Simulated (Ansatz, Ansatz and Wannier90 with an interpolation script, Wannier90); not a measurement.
# From a coarse GW mesh to bands everywhere: BiOCl (P4/nmm), part 2 of 3

Wanted: quasiparticle gap and band widths of BiOCl (P4/nmm) over the whole zone.

Ansatz 0.2.0; LDA, Wannier functions and G0W0, plane waves, PAW. Known limits of the many-body steps: not at the basis limit; no spin-orbit coupling; coarse k mesh.

So far. Step 2 (LDA bands): The gap is indirect, with the least direct gap 0.36 eV higher.

## Step 4: Wannier functions by Wannier90 (Bi:6p Cl:3p O:2p) on 8×8×4

Localised functions give a small Hamiltonian that interpolates between mesh points at no cost.

This step: maximally localised Wannier functions from the overlaps of LDA states (plane waves, PAW).

Input file w.win:

```
num_iter = 1200
conv_tol = 1.0e-8
conv_window = 5
dis_num_iter = 4000
dis_conv_tol = 1.0e-8
dis_mix_ratio = 0.7
write_hr = true
use_ws_distance = false
num_print_cycles = 50
! ansatz wannier90 interface
! projections by site (counted from 0) and shell: 0 6P, 1 6P, 2 3P, 3 3P, 4 2P, 5 2P
! states of the run's bands (counted from 1): 1-35
num_bands = 35
num_wann  = 18
dis_win_min = 2.45
dis_win_max = 15.99
dis_froz_min = 2.45
dis_froz_max = 12.99
guiding_centres = true

begin unit_cell_cart
Ang
                  3.88551                      0.0                      0.0
                      0.0                  3.88551                      0.0
                      0.0                      0.0                   7.3489
end unit_cell_cart

begin atoms_frac
Bi                       0.5                      0.0                  0.32904
Bi                       0.0                      0.5                  0.67096
Cl                       0.0                      0.5                   0.1472
Cl                       0.5                      0.0                   0.8528
O                        0.0                      0.0                      0.5
O                        0.5                      0.5                      0.5
end atoms_frac

mp_grid = 8 8 4

[... the mesh's points ...]
```

Run with:

```
$ OMP_NUM_THREADS=1 mpirun -n 8 wannier90.x w > wannier90.x.log
```

Numbers of over 12 decimals in the logs are rounded to 6 here.

What it wrote:

```text
TEM
                                    ------

                              Lattice Vectors (Ang)
                    a_1     3.885510   0.000000   0.000000
                    a_2     0.000000   3.885510   0.000000
                    a_3     0.000000   0.000000   7.348900

                   Unit Cell Volume:     110.94772  (Ang^3)

                        Reciprocal-Space Vectors (Ang^-1)
                    b_1     1.617081   0.000000   0.000000
                    b_2     0.000000   1.617081   0.000000
                    b_3     0.000000   0.000000   0.854983

 *----------------------------------------------------------------------------*
 |   Site       Fractional Coordinate          Cartesian Coordinate (Ang)     |
 +----------------------------------------------------------------------------+
 | bi   1   0.50000   0.00000   0.32904   |    1.94276   0.00000   2.41808    |
 | bi   2   0.00000   0.50000   0.67096   |    0.00000   1.94276   4.93082    |
 | cl   1   0.00000   0.50000   0.14720   |    0.00000   1.94276   1.08176    |
 | cl   2   0.50000   0.00000   0.85280   |    1.94276   0.00000   6.26714    |
 | o    1   0.00000   0.00000   0.50000   |    0.00000   0.00000   3.67445    |
 | o    2   0.50000   0.50000   0.50000   |    1.94276   1.94276   3.67445    |
 *----------------------------------------------------------------------------*
                                ------------
                                K-POINT GRID
                                ------------

             Grid size =  8 x  8 x  4      Total points =  256

 *---------------------------------- MAIN ------------------------------------*
 |  Number of Wannier Functions               :                18             |
 |  Number of Objective Wannier Functions     :                18             |
 |  Number of input Bloch states              :                35             |
 |  Output verbosity (1=low, 5=high)          :                 1             |
 |  Timing Level (1=low, 5=high)              :                 1             |
 |  Optimisation (0=memory, 3=speed)          :                 3             |
 |  Length Unit                               :               Ang             |
 |  Post-processing setup (write *.nnkp)      :                 F             |
 |  Using Gamma-only branch of algorithms     :                 F             |
 *----------------------------------------------------------------------------*
 *------------------------------- WANNIERISE ---------------------------------*
 |  Total number of iterations                :              1200             |
 |  Number of CG steps before reset           :                 5             |
 |  Trial step length for line search         :             2.000             |
 |  Convergence tolerence                     :         0.100E-07             |
 |  Convergence window                        :                 5             |
 |  Iterations between writing output         :                50             |
 |  Iterations between backing up to disk     :               100             |
 |  Write r^2_nm to file                      :                 F             |
 |  Write xyz WF centres to file              :                 F             |
 |  Write on-site energies <0n|H|0n> to file  :                 F             |
 |  Use guiding centre to control phases      :                 T             |
 |  Use phases for initial projections        :                 F             |
 |  Iterations before starting guiding centres:                 0             |
 |  Iterations between using guiding centres  :                 1             |
 *----------------------------------------------------------------------------*
 *------------------------------- DISENTANGLE --------------------------------*
 |  Using band disentanglement                :                 T             |
 |  Total number of iterations                :              4000             |
 |  Mixing ratio                              :             0.700             |
 |  Convergence tolerence                     :         1.000E-08             |
 |  Convergence window                        :                 3             |
 *----------------------------------------------------------------------------*
 *-------------------------------- PLOTTING ----------------------------------*
 |  Plotting Hamiltonian in WF basis          :                 T             |
 *----------------------------------------------------------------------------*

 *---------------------------------- K-MESH ----------------------------------*
 +----------------------------------------------------------------------------+
 |                    Distance to Nearest-Neighbour Shells                    |
 |                    ------------------------------------                    |
 |          Shell             Distance (Ang^-1)          Multiplicity         |
 |          -----             -----------------          ------------         |
 |             1                   0.202135                      4            |
 |             2                   0.213746                      2            |
 |             3                   0.285862                      4            |
 |             4                   0.294187                      8            |
[...]
|            ---        --------------------------------                     |
 |             1         0.000000    0.202135    0.000000                     |
 |             2         0.202135    0.000000    0.000000                     |
 |             3         0.000000    0.000000    0.213746                     |
 +----------------------------------------------------------------------------+

 Starting a new Wannier90 calculation ...

 Reading overlaps from w.mmn    : ansatz wannier90 interface

 Reading projections from w.amn : ansatz wannier90 interface

 *------------------------------- DISENTANGLE --------------------------------*
 +----------------------------------------------------------------------------+
 |                              Energy  Windows                               |
 |                              ---------------                               |
 |                   Outer:    2.45000  to   15.99000  (eV)                   |
 |                   Inner:    2.45000  to   12.99000  (eV)                   |
 +----------------------------------------------------------------------------+
   Number of target bands to extract:   18

                   Unitarised projection of Wannier functions
                   ------------------------------------------
   A_mn = <psi_m|g_n> --> S = A.A^+ --> U = S^-1/2.A
   In dis_project... done
   Using an inner window (linner = T)
   In dis_proj_froz... done

                   Extraction of optimally-connected subspace
                   ------------------------------------------
 +---------------------------------------------------------------------+<-- DIS
 |  Iter     Omega_I(i-1)      Omega_I(i)      Delta (frac.)    Time   |<-- DIS
 +---------------------------------------------------------------------+<-- DIS
       1      30.98549699      30.95026853       1.138E-03      0.00    <-- DIS
       2      30.95754008      30.94212506       4.982E-04      0.01    <-- DIS
       3      30.94595584      30.93886727       2.291E-04      0.01    <-- DIS

             <<<      Delta < 1.000E-08  over  3 iterations     >>>
             <<< Disentanglement convergence criteria satisfied >>>

        Final Omega_I    30.93661021 (Ang^2)

 +----------------------------------------------------------------------------+

 Writing checkpoint file w.chk... done

 *------------------------------- WANNIERISE ---------------------------------*
 +--------------------------------------------------------------------+<-- CONV
 | Iter  Delta Spread     RMS Gradient      Spread (Ang^2)      Time  |<-- CONV
 +--------------------------------------------------------------------+<-- CONV

 ------------------------------------------------------------------------------
 Initial State
  WF centre and spread    1  (  1.942755,  0.000000,  2.221608 )     2.71819142
  WF centre and spread    2  (  1.942755, -0.000000,  2.189786 )     2.81450055
  WF centre and spread    3  (  1.942755, -0.000000,  2.189786 )     2.81450055
  WF centre and spread    4  (  0.000000,  1.942755,  5.127292 )     2.71819142
  WF centre and spread    5  ( -0.000000,  1.942755,  5.159114 )     2.81450055
  WF centre and spread    6  (  0.000000,  1.942755,  5.159114 )     2.81450055
  WF centre and spread    7  (  0.000000,  1.942755,  1.090405 )     1.42789836
  WF centre and spread    8  (  0.000000,  1.942755,  1.078065 )     1.35290999
  WF centre and spread    9  (  0.000000,  1.942755,  1.078065 )     1.35290999
  WF centre and spread   10  (  1.942755, -0.000000,  6.258495 )     1.42789836
[...]
Sum of centres and spreads ( 17.484795, 17.484795, 66.140100 )    32.49592524

      0     0.325E+02     0.0000000000       32.4959252366       0.17  <-- CONV
        O_D=      0.0927035 O_OD=      1.4666116 O_TOT=     32.4959252 <-- SPRD
 ------------------------------------------------------------------------------
 Cycle:      1
[...]
Sum of centres and spreads ( 17.484795, 17.484795, 66.140100 )    32.36176278

      1    -0.134E+00     0.2618127871       32.3617627800       0.18  <-- CONV
        O_D=      0.0913435 O_OD=      1.3338090 O_TOT=     32.3617628 <-- SPRD
 Delta: O_D= -0.1359925E-02 O_OD= -0.1328025E+00 O_TOT= -0.1341625E+00 <-- DLTA
 ------------------------------------------------------------------------------

             <<<     Delta < 1.000E-08  over  5 iterations     >>>
             <<< Wannierisation convergence criteria satisfied >>>

 Final State
[...]
WF centre and spread   14  ( -0.000000,  0.000000,  3.604924 )     1.25323222
  WF centre and spread   15  (  0.000000,  0.000000,  3.743976 )     1.25323222
  WF centre and spread   16  (  1.942755,  1.942755,  3.674450 )     1.13979994
  WF centre and spread   17  (  1.942755,  1.942755,  3.743976 )     1.25323222
  WF centre and spread   18  (  1.942755,  1.942755,  3.604924 )     1.25323222
  Sum of centres and spreads ( 17.484795, 17.484795, 66.140100 )    32.24231088

         Spreads (Ang^2)       Omega I      =    30.936610215
        ================       Omega D      =     0.088434752
                               Omega OD     =     1.217265918
    Final Spread (Ang^2)       Omega Total  =    32.242310884
 ------------------------------------------------------------------------------

 Writing checkpoint file w.chk... done

 *---------------------------------------------------------------------------*
 |                               PLOTTING                                    |
 *---------------------------------------------------------------------------*

 *===========================================================================*
 |                             TIMING INFORMATION                            |
 *===========================================================================*
 |    Tag                                                Ncalls      Time (s)|
 |---------------------------------------------------------------------------|
 |kmesh: get                                        :         1         0.072|
 |overlap: read                                     :         1         1.551|
 |dis: main                                         :         1         0.193|
 |wann: main                                        :         1         0.546|
 |plot: main                                        :         1         0.256|
 *---------------------------------------------------------------------------*
 All done: wannier90 exiting
```

It took 3.8 s on 8 MPI ranks of Arm Neoverse V1, shared host; 28 s of CPU time.

Numbers from this step:

| Item | Value |
| --- | --- |
| gauge-invariant spread | 30.94 Å² |
| diagonal spread | 0.08843 Å² |
| off-diagonal spread | 1.217 Å² |
| total spread | 32.24 Å² |
| disentanglement steps | 21 |
| r.m.s. interpolation error | 4.81e-4 eV |
| r.m.s. error near the gap | 5.83e-4 eV |

Near the gap the model misses directly solved bands by 0.6 meV r.m.s. and by 8 meV at most in the window tested. This tests the starting bands, not the corrections carried with them.

Wannier functions, by row:

```csv
function,x (Å),y (Å),z (Å),spread (Å²),nearest atom,distance (Å)
1,1.943,0,2.228,2.719,Bi1,0.19
2,1.943,0,2.188,2.797,Bi1,0.23
3,1.943,0,2.188,2.797,Bi1,0.23
4,0,1.943,5.121,2.719,Bi2,0.19
5,0,1.943,5.161,2.797,Bi2,0.23
6,0,1.943,5.161,2.797,Bi2,0.23
7,0,1.943,1.087,1.41,Cl3,0.005
8,0,1.943,1.077,1.375,Cl3,0.005
9,0,1.943,1.077,1.375,Cl3,0.005
10,1.943,0,6.262,1.41,Cl4,0.005
11,1.943,0,6.272,1.375,Cl4,0.005
12,1.943,0,6.272,1.375,Cl4,0.005
13,0,0,3.674,1.14,O5,0
14,0,0,3.605,1.253,O5,0.07
15,0,0,3.744,1.253,O5,0.07
16,1.943,1.943,3.674,1.14,O6,0
17,1.943,1.943,3.744,1.253,O6,0.07
18,1.943,1.943,3.605,1.253,O6,0.07
```

Frozen up to 5.39 eV; above it the model need not follow the bands. The electronic bands at the labelled points (eV, zero at the valence-band top):

```csv
point,band 25,band 26,band 27,band 28,band 29,band 30,band 31,band 32
Γ,-1.05,-1.05,-0.99,-0.80,2.99,3.67,5.22,5.22
halfway,-1.02,-0.51,-0.41,-0.28,4.21,4.57,4.74,4.92
X,-0.90,-0.90,-0.10,-0.10,4.49,4.49,5.11,5.11
halfway,-1.03,-1.03,-0.70,-0.70,4.49,4.49,5.32,5.32
M,-0.70,-0.70,-0.67,-0.67,4.01,4.01,5.72,5.72
halfway,-0.83,-0.62,-0.52,-0.40,3.86,4.93,5.09,5.44
Γ,-1.05,-1.05,-0.99,-0.80,2.99,3.67,5.22,5.22
halfway,-0.89,-0.89,-0.74,-0.55,2.73,3.27,5.23,5.23
Z,-0.76,-0.76,-0.41,-0.36,2.49,2.83,5.23,5.23
halfway,-0.86,-0.78,-0.57,-0.18,3.97,4.21,5.08,5.17
R,-0.71,-0.71,-0.08,-0.08,4.29,4.29,5.19,5.19
halfway,-0.94,-0.94,-0.64,-0.64,4.00,4.00,5.69,5.69
A,-1.39,-1.39,-0.67,-0.67,4.43,4.43,5.95,5.95
halfway,-0.95,-0.80,-0.60,-0.33,3.37,4.71,5.22,5.48
Z,-0.76,-0.76,-0.41,-0.36,2.49,2.83,5.23,5.23
jump to X,-0.90,-0.90,-0.10,-0.10,4.49,4.49,5.11,5.11
halfway,-0.79,-0.79,-0.09,-0.09,4.39,4.39,5.15,5.15
R,-0.71,-0.71,-0.08,-0.08,4.29,4.29,5.19,5.19
jump to M,-0.70,-0.70,-0.67,-0.67,4.01,4.01,5.72,5.72
halfway,-1.02,-1.02,-0.67,-0.67,4.22,4.22,5.84,5.84
A,-1.39,-1.39,-0.67,-0.67,4.43,4.43,5.95,5.95
```

The same for Kohn-Sham, solved directly:

```csv
point,band 25,band 26,band 27,band 28,band 29,band 30,band 31,band 32
Γ,-1.05,-1.05,-0.99,-0.80,2.99,3.67,5.22,5.22
X,-0.90,-0.90,-0.10,-0.10,4.49,4.49,5.11,5.11
M,-0.70,-0.70,-0.67,-0.67,4.01,4.01,5.72,5.72
Γ,-1.05,-1.05,-0.99,-0.80,2.99,3.67,5.22,5.22
Z,-0.76,-0.76,-0.41,-0.36,2.49,2.83,5.23,5.23
R,-0.71,-0.71,-0.08,-0.08,4.29,4.29,5.19,5.19
A,-1.39,-1.39,-0.67,-0.67,4.43,4.43,5.95,5.95
Z,-0.76,-0.76,-0.41,-0.36,2.49,2.83,5.23,5.23
X,-0.90,-0.90,-0.10,-0.10,4.49,4.49,5.11,5.11
R,-0.71,-0.71,-0.08,-0.08,4.29,4.29,5.19,5.19
M,-0.70,-0.70,-0.67,-0.67,4.01,4.01,5.72,5.72
A,-1.39,-1.39,-0.67,-0.67,4.43,4.43,5.95,5.95
```

## Step 5: G0W0 at every point of the mesh: 4×4×2 mesh, 462 empty bands, screening to 150 eV

Now the one-shot GW correction: screening in the RPA, then the self-energy of the levels asked for.

This step: G0W0 on LDA, plane waves, PAW.

Input file input.yaml:

```yaml
crystal:
  lattice:
    - [3.88551, 0.0, 0.0]
    - [0.0, 3.88551, 0.0]
    - [0.0, 0.0, 7.3489]
  atoms:
    - { symbol: Bi, position: [0.5, 0.0, 0.32904] }
    - { symbol: Bi, position: [0.0, 0.5, 0.67096] }
    - { symbol: Cl, position: [0.0, 0.5, 0.1472] }
    - { symbol: Cl, position: [0.5, 0.0, 0.8528] }
    - { symbol: O, position: [0.0, 0.0, 0.5] }
    - { symbol: O, position: [0.5, 0.5, 0.5] }
kpoints:
  mp_grid: { grid: [4, 4, 2] }
hamiltonian:
  xc: lda
scf:
  occupations: { method: fixed }
gw:
  n_empty_bands: 462
  ecut_chi: 150.0
  qp_bands: [v12, c5]
  screening: { model: contour_deformation }
```

Run with:

```
$ ansatz run input.yaml --threads 8 --pin off --max-ram 18432MiB --backend cpu --events-out ev --progress --plain --runs-dir out
```

What it wrote:

```text
[...]
Crystal: 6 atoms, lattice volume = 110.948 Å³
Basis set: ecut = 420 eV, 2177 PW (Γ)
Bands: 34, of which v1, the nominal top of the filled ones, is band 28 counted from 1 (27 counted from 0)
Symmetry: 16 space group operations
[...]
k-points: 12 of 32
[...]
SCF iter   1: F=—  HF=-27373.204448 eV  |F-HF|=—  |Δ(HF+E_count)|=         —  Δρ=1.24e-2  dr2=1.69e-1  ethr=1.77e-3  ⟨swp⟩=5.0  Hψ=1546  notcnv=0  defer=46
[...]
SCF iter   7: F=-27373.159735 eV  HF=-27373.159735 eV  |F-HF|=4.52e-9  |Δ(HF+E_count)|=   2.37e-7  Δρ=4.28e-6  dr2=2.75e-8  ethr=1.79e-10  ⟨swp⟩=9.2  Hψ=1770  notcnv=0
SCF 1 converged in 7 iterations: F = -27373.159735 eV  dr2 = 2.75e-8
[...]
G₀W₀ screening: q 1/12
[... further progress lines ...]
SCF converged after 7 iterations
Free energy (F): -27373.159735 eV
[...]
Internal energy: -27373.159735 eV  (E = F + TS)
E sigma→0 (E₀):  -27373.159735 eV
Fermi energy:    7.520125 eV
[...]
--- Band table (eV; the first three rows and the last of 12) ---
  k-point 0: bands = [... 24 lower, 6.5547, 6.5547, 6.6140, 6.8038, 10.5917, 11.2706, 12.8213, 12.8213, ... 2 higher]
  k-point 1: bands = [... 24 lower, 6.8425, 6.8425, 7.1952, 7.2400, 10.0904, 10.4306, 12.8319, 12.8319, ... 2 higher]
  k-point 2: bands = [... 24 lower, 6.5821, 7.0880, 7.1954, 7.3186, 11.8077, 12.1687, 12.3415, 12.5179, ... 2 higher]
  k-point 11: bands = [... 24 lower, 6.2078, 6.2078, 6.9270, 6.9270, 12.0294, 12.0294, 13.5504, 13.5504, ... 2 higher]
--- G₀W₀: contour deformation, 6 samples at zero and on the imaginary axis and 2 off it, 32 q-points, 462 empty bands' worth ---
  eigenvalues of the whole cell's RPA ε∞ on this k-mesh (on a slab, of 1 + 4πα/V) = 5.2927, 6.6298, 6.6298; static W/v taken at q = 0 is 0.162588
  bands read: the sum over 490 bands ends inside a degenerate multiplet in 1 slot, whose members it reads at an even weight; the widest, k=0: bands 490 to 491 (counted from 1) at 1/2 each
    ik  band        ε_KS         Σx   Σc(E_QP)       V_xc       Z   E_QP_lin       E_QP  E_QP is
     0    17      3.0228   -22.9546     5.0353   -17.5459  0.6709     2.6430     2.6495  root
     0    18      3.0228   -22.9546     5.0353   -17.5459  0.6709     2.6430     2.6495  root
     0    19      5.6035   -19.4186     3.3684   -15.1982  0.7265     4.7299     4.7515  root
     0    20      5.9125   -25.3996     4.6796   -20.4007  0.7187     5.5913     5.5932  root
     0    21      6.0544   -23.4996     4.0455   -19.0253  0.7284     5.6223     5.6256  root
     0    22      6.0544   -23.4996     4.0455   -19.0253  0.7284     5.6223     5.6256  root
     0    23      6.1657   -20.9393     3.4192   -16.7226  0.7326     5.3546     5.3683  root
     0    24      6.1657   -20.9393     3.4192   -16.7226  0.7326     5.3546     5.3683  root
     0    25      6.5547   -22.0452     3.5111   -17.8871  0.7357     5.9001     5.9078  root
     0    26      6.5547   -22.0452     3.5111   -17.8871  0.7357     5.9001     5.9078  root
     0    27      6.6140   -21.2356     3.3062   -17.3162  0.7414     5.9941     6.0008  root
     0    28      6.8038   -21.6441     2.7605   -18.3828  0.7514     6.2992     6.3030  root
     0    29     10.5917   -10.9627    -3.8469   -15.4571  0.8065    11.2434    11.2393  root
     0    30     11.2706   -10.9516    -3.8282   -15.4379  0.7994    11.9332    11.9287  root
[...]
11    29     12.0294   -12.2410    -3.8813   -16.8096  0.7911    12.7219    12.7167  root
    11    30     12.0294   -12.2410    -3.8813   -16.8096  0.7911    12.7219    12.7167  root
    11    31     13.5504   -12.2183    -4.4681   -17.6158  0.7693    14.4939    14.4797  root
    11    32     13.5504   -12.2183    -4.4681   -17.6158  0.7693    14.4939    14.4797  root
    11    33     14.0835   -12.0676    -4.4920   -17.4931  0.7638    15.0317    15.0169  root
```

Run time: 5 min. Hardware: 8 threads; peak memory 3.2 GiB.

This step gave:

```yaml
bands_summed: 490
rpa_eps_infinity_on_this_mesh_eigenvalues: 5.293, 6.630, 6.630
plane_waves_in_the_screening_matrix: 459
q_points_in_the_mesh: 32
g0w0_gap_on_the_mesh: 3.683 eV
k_of_the_valence_top: 0, 0.25, -0.5
k_of_the_conduction_bottom: 0, 0, -0.5
starting_gap_on_the_mesh: 2.570 eV
z_at_the_valence_top: 0.7518
z_at_the_conduction_bottom: 0.8116
least_direct_g0w0_gap_on_the_computed_points: 3.872 eV
```

The gap on the mesh goes from 2.57 eV to 3.68 eV, a correction of +1.11 eV, though a band edge has moved to another state. The start differs from the 2.49 eV found before because this mesh misses an edge.

(Part 2 of 3 ends here.)

[Paths, hosts, dates, memory and timing lines, banners, echoed tables and standing remarks are left out of the program output.]

[Logs are printed without paths, hosts, clocks, repeated set-up lines and the standing remarks that a program may print on its own settings, such as how far it seeks lower states.]

[Runs of the session that timed out or met a known fault of the program may be left out.]

[Hosts, paths, dates, database ids (printed as entryN), source tags and the programs' standing remarks are cut or masked in the printed files.]
